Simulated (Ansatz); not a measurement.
**BaMgHN (built on the sites of a database entry of Ba2HN): the cell at rest**

Wanted: the relaxed cell of BaMgHN (built on the sites of a database entry of Ba2HN).

Method: DFT LDA, scalar-relativistic, plane waves, PAW, in Ansatz 0.2.0.

The structure was built from a prototype and need not be the compound's stable phase.

## (1) Starting point

The structure is trigonal, space group R3m (No. 160). Conventional cell: a = 3.586 Å, b = 3.586 Å, c = 18.253 Å, α = 90.00°, β = 90.00°, γ = 120.00°. Mg has 3 N at 2.47 Å nearest. Nearest to Ba lie 3 N at 2.47 Å and 3 H at 2.68 Å. H has 3 Mg at 2.68 Å and 3 Ba at 2.68 Å nearest. Nearest to N lie 3 Ba at 2.47 Å and 3 Mg at 2.47 Å. Farther neighbours and most contacts between anions are not listed.

## (2) A coarse first look

First a cheap look: the gap decides the mesh and the occupations, the pressure tells how far the cell has to move.

Contents of input.yaml:

```yaml
crystal:
  lattice:
    - [1.79299, 1.03519, 6.08442]
    - [-1.79299, 1.03519, 6.08442]
    - [0.0, -2.07037, 6.08442]
  atoms:
    - { symbol: Mg, position: [0.24004, 0.24004, 0.24004] }
    - { symbol: Ba, position: [0.75996, 0.75996, 0.75996] }
    - { symbol: H, position: [0.0, 0.0, 0.0] }
    - { symbol: "N", position: [0.5, 0.5, 0.5] }
kpoints:
  mp_grid: { grid: [6, 6, 6] }
hamiltonian:
  xc: lda
scf:
  occupations: { method: gaussian, width: 0.1 }
output:
  forces: true
  stress: true
  eigenvalues: true
```

The run is started by

```bash
ansatz run input.yaml --threads 4 --pin off --max-ram 7168MiB --backend cpu --events-out ev --progress --plain --runs-dir out
```

Numbers of over 12 decimals in the logs are rounded to 6 here.

What it wrote:

```text
[...]
P = ⅓ Tr σ = -1.0691 GPa (-10.691 kbar)
--- Band table (eV; the first three rows and the last of 32) ---
  k-point 0: bands = [... 9 lower, 3.2737, 5.2206, 6.6116, 6.6116, 10.5843, 11.2926, 12.6929, 12.6929]
  k-point 1: bands = [... 9 lower, 3.2323, 5.5888, 6.7104, 6.7319, 9.8889, 11.3585, 12.1988, 12.8224]
  k-point 2: bands = [... 9 lower, 3.7156, 5.5705, 6.6452, 6.7684, 9.0051, 10.8731, 11.8997, 13.5757]
  k-point 31: bands = [... 9 lower, 2.9570, 5.8492, 6.6242, 6.6242, 8.7365, 12.2224, 12.6601, 12.6601]
[key lines of the parts left out:]
SCF converged after 7 iterations
Free energy (F): -8071.768368 eV
Fermi energy:    7.683006 eV
```

Wall time 1.3 s (4 threads of Arm Neoverse V1, shared host); peak memory 0.36 GiB.

Numbers from this step:

| Quantity | Value |
| --- | --- |
| pressure | -1.069 GPa |
| gap on the k-mesh | 1.055 eV |
| volume per atom | 16.94 Å³ |
| direct gap on mesh | 1.457 eV |

The coarse mesh shows a gap of 1.05 eV and a pressure of -1.1 GPa.

## (3) Coarse relaxation

The start is far from rest, so a relaxation with loose tolerances brings it close first.

Edit input.yaml of step 2 so:

```diff
@@ -20 +20,6 @@
   eigenvalues: true
+relax:
+  adjacent_minimum: "off"
+  f_tol: 0.05
+  max_steps: 80
+  cell: { stress_tol: 0.5 }
```

What it wrote:

```text
[...]
Crystal: 4 atoms, lattice volume = 67.759 Å³
Basis set: ecut = 420 eV, 1299 PW (Γ), FFT grids on a1−a3, a2−a3, a3
Bands: 17, of which v1, the nominal top of the filled ones, is band 13 counted from 1 (12 counted from 0)
Symmetry: 6 space group operations
[...]
k-points: 32 of 216 (time reversal used)
[...]
cell:  # Å, volume = 62.8571 Å³
    - [1.740448, 1.004850, 5.990205]
    - [-1.740448, 1.004850, 5.990205]
    - [0, -2.009695, 5.990206]
  atoms:
    - { symbol: Mg, position: [0.236663, 0.236663, 0.236663] }
    - { symbol: Ba, position: [0.763050, 0.763050, 0.763050] }
    - { symbol: H, position: [-0.017180, -0.017180, -0.017180] }
    - { symbol: N, position: [0.517468, 0.517468, 0.517468] }
[key lines of the parts left out:]
SCF converged after 6 iterations
Free energy (F): -8072.498803 eV
Fermi energy:    8.454118 eV
P = ⅓ Tr σ = -0.1652 GPa (-1.652 kbar)
```

The job ended after 11 s (4 threads; peak memory 0.39 GiB; 37 s of CPU time).

Relaxation path:

| step | energy less that of the first step (eV) | largest force component (eV/Å) | pressure (GPa) | volume (Å³) |
| --- | --- | --- | --- | --- |
| 1 | 0.0000 | 2.7200 | -1.07 | 67.76 |
| 2 | -0.5772 | 1.0014 | -2.66 | 67.66 |
| 3 | -0.6266 | 0.7423 | -2.43 | 67.12 |
| 4 | -0.7205 | 0.3610 | -0.29 | 62.91 |
| 5 | -0.7328 | 0.0985 | 0.27 | 62.79 |
| 6 | -0.7349 | 0.0363 | -0.05 | 62.86 |
| 7* | -0.7304 | 0.0362 | -0.17 | 62.86 |

Relaxation steps marked * repeat the geometry before them on a plane-wave basis chosen anew for their cell, so energy and pressure can jump there.

Forces are held to the 6 operations that the run works with; a distortion that breaks them can't arise in this run.

| conventional cell, symmetrised | before | after | change |
| --- | --- | --- | --- |
| a (Å) | 3.586 | 3.481 | -2.9 % |
| b (Å) | 3.586 | 3.481 | -2.9 % |
| c (Å) | 18.253 | 17.971 | -1.5 % |
| volume (Å³/atom) | 16.94 | 15.71 | -7.2 % |

The atoms that moved most (Å, as changes of fractional coordinates times the final cell):

| atom | dx | dy | dz | length |
| --- | --- | --- | --- | --- |
| N4 | 0.000 | 0.000 | 0.314 | 0.314 |
| H3 | 0.000 | 0.000 | -0.309 | 0.309 |
| Mg1 | 0.000 | 0.000 | -0.061 | 0.061 |
| Ba2 | 0.000 | 0.000 | 0.056 | 0.056 |

Final coordinates:

```cif
data_structure
_symmetry_space_group_name_H-M 'P 1'
_symmetry_Int_Tables_number 1
_cell_length_a 6.3183
_cell_length_b 6.3183
_cell_length_c 6.3183
_cell_angle_alpha 31.979
_cell_angle_beta 31.979
_cell_angle_gamma 31.979
_cell_volume 62.86
loop_
_atom_site_label
_atom_site_type_symbol
_atom_site_fract_x
_atom_site_fract_y
_atom_site_fract_z
_atom_site_occupancy
Mg1 Mg 0.23666 0.23666 0.23666 1
Ba2 Ba 0.76305 0.76305 0.76305 1
H3 H 0.98282 0.98282 0.98282 1
N4 N 0.51747 0.51747 0.51747 1
```

Numbers from this step:

```
pressure           : -0.1652 GPa
gap on the k-mesh  : 1.208 eV
volume per atom    : 15.71 Å³
direct gap on mesh : 1.733 eV
```

In this step the volume went from 16.94 to 15.71 Å³/atom.

## (4) Relaxation

The cell and atoms are relaxed, since residual forces and stress would shift the frequencies.

Contents of input.yaml:

```yaml
crystal:
  lattice:
    - [1.7404480025, 1.0048497636, 5.9902049802]
    - [-1.7404480025, 1.0048497636, 5.9902049802]
    - [0.0, -2.0096946046, 5.990205806]
  atoms:
    - { symbol: Mg, position: [0.2366628137, 0.2366628137, 0.2366628137] }
    - { symbol: Ba, position: [0.7630500683, 0.7630500683, 0.7630500683] }
    - { symbol: H, position: [-0.0171804804, -0.0171804804, -0.0171804804] }
    - { symbol: "N", position: [0.5174675984, 0.5174675984, 0.5174675984] }
kpoints:
  mp_grid: { grid: [9, 9, 9] }
hamiltonian:
  xc: lda
scf:
  occupations: { method: gaussian, width: 0.02 }
output:
  forces: true
  stress: true
  eigenvalues: true
relax:
  adjacent_minimum: "off"
  f_tol: 0.005
  max_steps: 80
  cell: { stress_tol: 0.05 }
```

What it wrote:

```text
[...]
Crystal: 4 atoms, lattice volume = 62.857 Å³
Basis set: ecut = 420 eV, 1239 PW (Γ), FFT grids on a1−a3, a2−a3, a3
Bands: 17, of which v1, the nominal top of the filled ones, is band 13 counted from 1 (12 counted from 0)
[... 1 set-up line as in the run before ...]
[...]
k-points: 85 of 729 (time reversal used)
[...]
SCF iter   1: F=—  HF=-8072.521144 eV  |F-HF|=—  |Δ(HF+E_count)|=         —  Δρ=9.92e-3  dr2=6.41e-2  ethr=1.77e-3  ⟨swp⟩=8.5  Hψ=9512  notcnv=0
[...]
SCF iter   7: F=-8072.501172 eV  HF=-8072.501172 eV  |F-HF|=2.12e-9  |Δ(HF+E_count)|=   1.58e-8  Δρ=3.99e-6  dr2=5.90e-9  ethr=3.85e-10  ⟨swp⟩=5.7  Hψ=6682  notcnv=0
SCF 1 converged in 7 iterations: F = -8072.501172 eV  dr2 = 5.90e-9
[...]
relax step   1: F+E_penalty+E_count = -8072.50117152 eV  Δ(F+E_penalty+E_count) = +0.000e0 eV  max|allowed force component| = 2.648e-2 eV/Å  Δτ_max = 0.0000 Å  P = -0.189 GPa  Ω = 62.857 Å³  (7 SCF iters, dr2 threshold 1.00e-7 eV, accepted)
Crystal: 4 atoms, lattice volume = 62.872 Å³
[...]
SCF iter   6: F=-8072.501329 eV  HF=-8072.501329 eV  |F-HF|=8.31e-10  |Δ(HF+E_count)|=   6.41e-9  Δρ=3.40e-6  dr2=3.80e-9  ethr=4.52e-10  ⟨swp⟩=3.5  Hψ=5499  notcnv=0
SCF 2 converged in 6 iterations: F = -8072.501329 eV  dr2 = 3.80e-9
relax step   2: F+E_penalty+E_count = -8072.50132881 eV  Δ(F+E_penalty+E_count) = -1.573e-4 eV  max|allowed force component| = 5.031e-2 eV/Å  Δτ_max = 0.0127 Å  P = -0.066 GPa  Ω = 62.872 Å³  energy of the carried Pulay correction = -1.895e-5 eV  (6 SCF iters, dr2 threshold 2.26e-7 eV, accepted)
Crystal: 4 atoms, lattice volume = 62.612 Å³
[...]
SCF iter   6: F=-8072.501636 eV  HF=-8072.501636 eV  |F-HF|=4.82e-10  |Δ(HF+E_count)|=   1.61e-8  Δρ=1.91e-6  dr2=1.02e-9  ethr=2.64e-10  ⟨swp⟩=3.4  Hψ=5630  notcnv=0
SCF 3 converged in 6 iterations: F = -8072.501636 eV  dr2 = 1.02e-9
relax step   3: F+E_penalty+E_count = -8072.50163591 eV  Δ(F+E_penalty+E_count) = -3.071e-4 eV  max|allowed force component| = 5.231e-2 eV/Å  Δτ_max = 0.0087 Å  P = -0.057 GPa  Ω = 62.612 Å³  energy of the carried Pulay correction = +3.233e-4 eV  (6 SCF iters, dr2 threshold 1.58e-7 eV, rejected (line search))
[...]
relax step   4: F+E_penalty+E_count = -8072.50170332 eV  Δ(F+E_penalty+E_count) = -3.745e-4 eV  max|allowed force component| = 9.273e-3 eV/Å  Δτ_max = 0.0043 Å  P = -0.050 GPa  Ω = 62.765 Å³  energy of the carried Pulay correction = +1.207e-4 eV  (7 SCF iters, accepted)
[...]
relax step   5: F+E_penalty+E_count = -8072.50184123 eV  Δ(F+E_penalty+E_count) = -1.379e-4 eV  max|allowed force component| = 9.488e-3 eV/Å  Δτ_max = 0.0012 Å  P = +0.029 GPa  Ω = 62.670 Å³  energy of the carried Pulay correction = +2.466e-4 eV  (6 SCF iters, dr2 threshold 9.51e-9 eV, accepted)
[...]
relax step   6: F+E_penalty+E_count = -8072.50181867 eV  Δ(F+E_penalty+E_count) = +2.255e-5 eV  max|allowed force component| = 3.925e-3 eV/Å  Δτ_max = 0.0016 Å  P = +0.001 GPa  Ω = 62.697 Å³  energy of the carried Pulay correction = +2.115e-4 eV  (6 SCF iters, dr2 threshold 1.38e-8 eV, accepted)
[...]
SCF iter   1: F=—  HF=-8072.501627 eV  |F-HF|=—  |Δ(HF+E_count)|=         —  Δρ=2.16e-5  dr2=2.13e-8  ethr=2.47e-6  ⟨swp⟩=2.1  Hψ=12724  notcnv=0
eigensolver tolerance schedule: the retry pair's looser diagonalisation over-reported the residual by 30182.38 of it (diagonalisation noise at an unbounded share of the residual, at the tolerance the schedule requests for it); recorded, not acted on — ethr = c·dr2/N_el stays at c = 1.0e-1
[...]
SCF iter   2: F=—  HF=-8072.501628 eV  |F-HF|=—  |Δ(HF+E_count)|=   7.05e-7  Δρ=1.13e-5  dr2=8.90e-9  ethr=8.18e-11  ⟨swp⟩=3.6  Hψ=3769  notcnv=0
[...]
SCF iter   6: F=-8072.501628 eV  HF=-8072.501628 eV  |F-HF|=1.91e-11  |Δ(HF+E_count)|=  2.55e-11  Δρ=2.00e-7  dr2=1.03e-11  ethr=1.00e-12  ⟨swp⟩=5.0  Hψ=5192  notcnv=0
SCF 7 converged in 6 iterations: F = -8072.501628 eV  dr2 = 1.03e-11
relax step   7: F+E_penalty+E_count = -8072.50162823 eV  Δ(F+E_penalty+E_count) = +1.904e-4 eV  max|allowed force component| = 3.940e-3 eV/Å  Δτ_max = 0.0000 Å  P = -0.004 GPa  Ω = 62.697 Å³  stress off target by 8.71e-3 GPa  SCF on the basis re-selected at this cell (its energy is not comparable with the rows above)  (6 SCF iters)
[...]
SCF converged after 6 iterations
Free energy (F): -8072.501628 eV
[...]
Internal energy: -8072.501628 eV  (E = F + TS)
E sigma→0 (E₀):  -8072.501628 eV
Fermi energy:    8.572218 eV
[...]
--- Forces (eV/Å), atoms counted from 1 ---
  atom   1  Mg    -0.00000000    -0.00000000    -0.00255827
  atom   2  Ba    -0.00000000    -0.00000000    -0.00171824
  atom   3  H     -0.00000000     0.00000000     0.00033569
  atom   4  N      0.00000000     0.00000000     0.00394025
  max |Σ_I F_I| component: 5.60e-7 eV/Å
--- Stress (GPa, compression-positive) ---
       -0.008705       0.000000      -0.000000
        0.000000      -0.008705       0.000000
       -0.000000       0.000000       0.006032
  P = ⅓ Tr σ = -0.0038 GPa (-0.038 kbar)
--- Band table (eV; the first three rows and the last of 85) ---
  k-point 0: bands = [... 9 lower, 4.2843, 6.5673, 7.5501, 7.5501, 11.0031, 12.8478, 12.8478, 13.4767]
  k-point 1: bands = [... 9 lower, 4.2278, 6.8317, 7.4926, 7.5576, 11.0429, 12.1028, 13.0408, 13.4297]
  k-point 2: bands = [... 9 lower, 4.2234, 6.8022, 7.5266, 7.6602, 10.5631, 11.8199, 13.2288, 13.6871]
  k-point 84: bands = [... 9 lower, 3.9505, 6.9376, 7.5739, 7.7384, 10.3925, 11.8927, 12.8471, 13.0341]
--- Relaxed structure (6 steps of the walk, 5 accepted, 1 SCFs on fresh bases) ---
[...]
cell:  # Å, volume = 62.6967 Å³
    - [1.736495, 1.002568, 6.002148]
    - [-1.736495, 1.002568, 6.002148]
    - [0, -2.005130, 6.002149]
  atoms:
    - { symbol: Mg, position: [0.236755, 0.236755, 0.236755] }
    - { symbol: Ba, position: [0.763351, 0.763351, 0.763351] }
    - { symbol: H, position: [-0.017684, -0.017684, -0.017684] }
    - { symbol: N, position: [0.517578, 0.517578, 0.517578] }
```

Run time: 21 s. Hardware: 4 threads; peak memory 0.47 GiB.

Relaxation path:

| step | energy less that of the first step (eV) | largest force component (eV/Å) | pressure (GPa) | volume (Å³) |
| --- | --- | --- | --- | --- |
| 1 | 0.0000 | 0.0265 | -0.19 | 62.86 |
| 2 | -0.0002 | 0.0503 | -0.07 | 62.87 |
| 3 | -0.0005 | 0.0523 | -0.06 | 62.61 |
| 4 | -0.0005 | 0.0093 | -0.05 | 62.77 |
| 5 | -0.0007 | 0.0095 | 0.03 | 62.67 |
| 6 | -0.0006 | 0.0039 | 0.00 | 62.70 |
| 7* | -0.0005 | 0.0039 | 0.00 | 62.70 |

Relaxation steps marked * repeat the geometry before them on a plane-wave basis chosen anew for their cell, so energy and pressure can jump there. Relaxation step 3 was tried and not accepted.

Forces are held to the 6 operations that the run works with; a distortion that breaks them can't arise in this run.

| conventional cell, symmetrised | before | after | change |
| --- | --- | --- | --- |
| a (Å) | 3.481 | 3.473 | -0.2 % |
| b (Å) | 3.481 | 3.473 | -0.2 % |
| c (Å) | 17.971 | 18.006 | +0.2 % |
| volume (Å³/atom) | 15.71 | 15.67 | -0.3 % |

Final coordinates:

```xyz
4
Lattice="1.7365 1.0026 6.0021 -1.7365 1.0026 6.0021 0.0000 -2.0051 6.0021" Properties=species:S:1:pos:R:3 pbc="T T T"
Mg    0.0000    0.0000    4.2631
Ba    0.0000    0.0000   13.7452
H     0.0000    0.0000   -0.3184
N     0.0000    0.0000    9.3197
```

This step gave:

```yaml
pressure: -0.003793 GPa
gap_on_the_k_mesh: 1.220 eV
volume_per_atom: 15.67 Å³
direct_gap_on_mesh: 1.783 eV
```

In this step the volume went from 15.71 to 15.67 Å³/atom.

## (5) Relaxing to small forces for the phonons

Phonons need a cell at rest on their own settings, so the relaxation is repeated with tight tolerances on forces and stress, using the mesh and the filling of the phonon run that follows.

Contents of input.yaml:

```yaml
crystal:
  lattice:
    - [1.7364951877, 1.0025676082, 6.002148301]
    - [-1.7364951877, 1.0025676082, 6.002148301]
    - [0.0, -2.0051302839, 6.0021491249]
  atoms:
    - { symbol: Mg, position: [0.2367547312, 0.2367547312, 0.2367547312] }
    - { symbol: Ba, position: [0.763350657, 0.763350657, 0.763350657] }
    - { symbol: H, position: [-0.0176835673, -0.0176835673, -0.0176835673] }
    - { symbol: "N", position: [0.5175781792, 0.5175781792, 0.5175781792] }
kpoints:
  mp_grid: { grid: [9, 9, 9] }
hamiltonian:
  xc: lda
scf:
  occupations: { method: fixed }
output:
  forces: true
  stress: true
  eigenvalues: true
relax:
  adjacent_minimum: "off"
  f_tol: 0.001
  max_steps: 60
  cell: { stress_tol: 0.01 }
```

What it wrote:

```text
[...]
Crystal: 4 atoms, lattice volume = 62.697 Å³
Basis set: ecut = 420 eV, 1239 PW (Γ), FFT grids on a1−a3, a2−a3, a3
Bands: 17, of which v1, the nominal top of the filled ones, is band 13 counted from 1 (12 counted from 0)
[... 1 set-up line as in the run before ...]
[...]
k-points: 85 of 729 (time reversal used)
[...]
--- Relaxed structure (4 steps of the walk, 4 accepted, 1 SCFs on fresh bases) ---
[...]
cell:  # Å, volume = 62.6938 Å³
    - [1.736418, 1.002523, 6.002407]
    - [-1.736418, 1.002523, 6.002407]
    - [0, -2.005041, 6.002408]
  atoms:
    - { symbol: Mg, position: [0.236732, 0.236732, 0.236732] }
    - { symbol: Ba, position: [0.763336, 0.763336, 0.763336] }
    - { symbol: H, position: [-0.017659, -0.017659, -0.017659] }
    - { symbol: N, position: [0.517591, 0.517591, 0.517591] }
[key lines of the parts left out:]
SCF converged after 9 iterations
Free energy (F): -8072.501627 eV
Fermi energy:    7.962383 eV
P = ⅓ Tr σ = -0.0002 GPa (-0.002 kbar)
```

Wall time 15 s (4 threads); peak memory 0.46 GiB; 58 s of CPU time.

Little changed from the start: no atom moved by 0.005 Å and no cell edge by 0.1 %.

Numbers from this step:

* pressure: -1.78e-4 GPa
* gap on the k-mesh: 1.219 eV
* direct gap on mesh: 1.781 eV

The largest force component left is 0.24 meV/Å and the pressure is 0.000 GPa, within the tolerances set. The cell now holds 15.67 Å³/atom.

## (6) Outcome

```json
{
  "space group after relaxation (within 0.01 Å)": "R3m",
  "lattice constant a": "3.473 Å",
  "lattice constant b": "3.473 Å",
  "lattice constant c": "18.007 Å",
  "volume per atom": "15.7 Å³",
  "gap on the k-mesh": "1.22 eV"
}
```

The largest force component left is 0.24 meV/Å and the pressure is 0.000 GPa, within the tolerances set. The cell now holds 15.67 Å³/atom. The relaxation keeps the symmetry of its start, so it says nothing on stability against lower symmetry. Spin-orbit coupling is left out, which can matter for the heavy elements here. The starting cell was built on a prototype and not taken from a measurement, so the phase need not exist.

[Logs are printed without paths, hosts, clocks, repeated set-up lines and the standing remarks that a program may print on its own settings, such as how far it seeks lower states.]

[Hosts, paths, dates, database ids (printed as entryN), source tags and the programs' standing remarks are cut or masked in the printed files.]
